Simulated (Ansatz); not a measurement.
Si2WN4 (MoSi2N4 type monolayer), computed twice by G0W0.

The cell holds 7 atoms: 1 W, 4 N and 2 Si. Cell: a = 2.883 Å, b = 2.883 Å, c = 37.100 Å, α = 90.0°, β = 90.0°, γ = 120.0°. It derives from N4Si2W1. Vacuum lies along c.

```xyz
7
Lattice="2.8833 0.0000 0.0000 -1.4417 2.4970 0.0000 0.0000 0.0000 37.1000" Properties=species:S:1:pos:R:3
W     0.0000    0.0000   18.5500
N     0.0000    1.6647   19.7926
N     0.0000    1.6647   17.3074
Si    0.0000    1.6647   21.5278
Si    0.0000    1.6647   15.5722
N     1.4417    0.8323   22.0355
N     1.4417    0.8323   15.0645
```

The structure was relaxed with PBEsol-D3(BJ). The runs that relaxed it are not among those shown. Spin-orbit coupling is left out unless a run names it.

The first (Ansatz 0.2.0; start PBEsol, 9×9×1 mesh, 317 empty bands, screening to 65 eV, PAW set soft_1 files; 1 × NVIDIA H100 80GB HBM3 (shared by 6 runs) with 2 threads of AMD EPYC 7R13 (Zen 3), shared host) gave, on its mesh: starting gap 2.09 eV, G0W0 gap 3.05 eV, mean of 1 + 4πα/V (set by the cell height) 2.36, 53 s.

Q: The second changes empty bands from 317 to 131 and screening cutoff (eV) from 65.0 to 36. What does it give?

It gave: starting gap 2.09 eV, G0W0 gap 3.12 eV, mean of 1 + 4πα/V (set by the cell height) 2.38, 24 s. The G0W0 gap moves by +0.07 eV, +0.00 eV from the start and +0.07 eV from the correction. Σc changes by +0.31 eV at the valence top and +0.38 eV at the conduction bottom, and Σx − Vxc between them by +0.00 eV.

Limits: not at the basis limit; coarse mesh for a sheet; no spin-orbit coupling.

[Paths, hosts, dates, memory and timing lines, banners, echoed tables and standing remarks are left out of the program output.]

[Logs are printed without paths, hosts, clocks, repeated set-up lines and the standing remarks that a program may print on its own settings, such as how far it seeks lower states.]

[Runs of the session that timed out or met a known fault of the program may be left out.]

[Cells called generated may have been cut or substituted from an entry of the Crystallography Open Database or the Materials Project.]

[Hosts, paths, dates, database ids (printed as entryN), source tags and the programs' standing remarks are cut or masked in the printed files.]
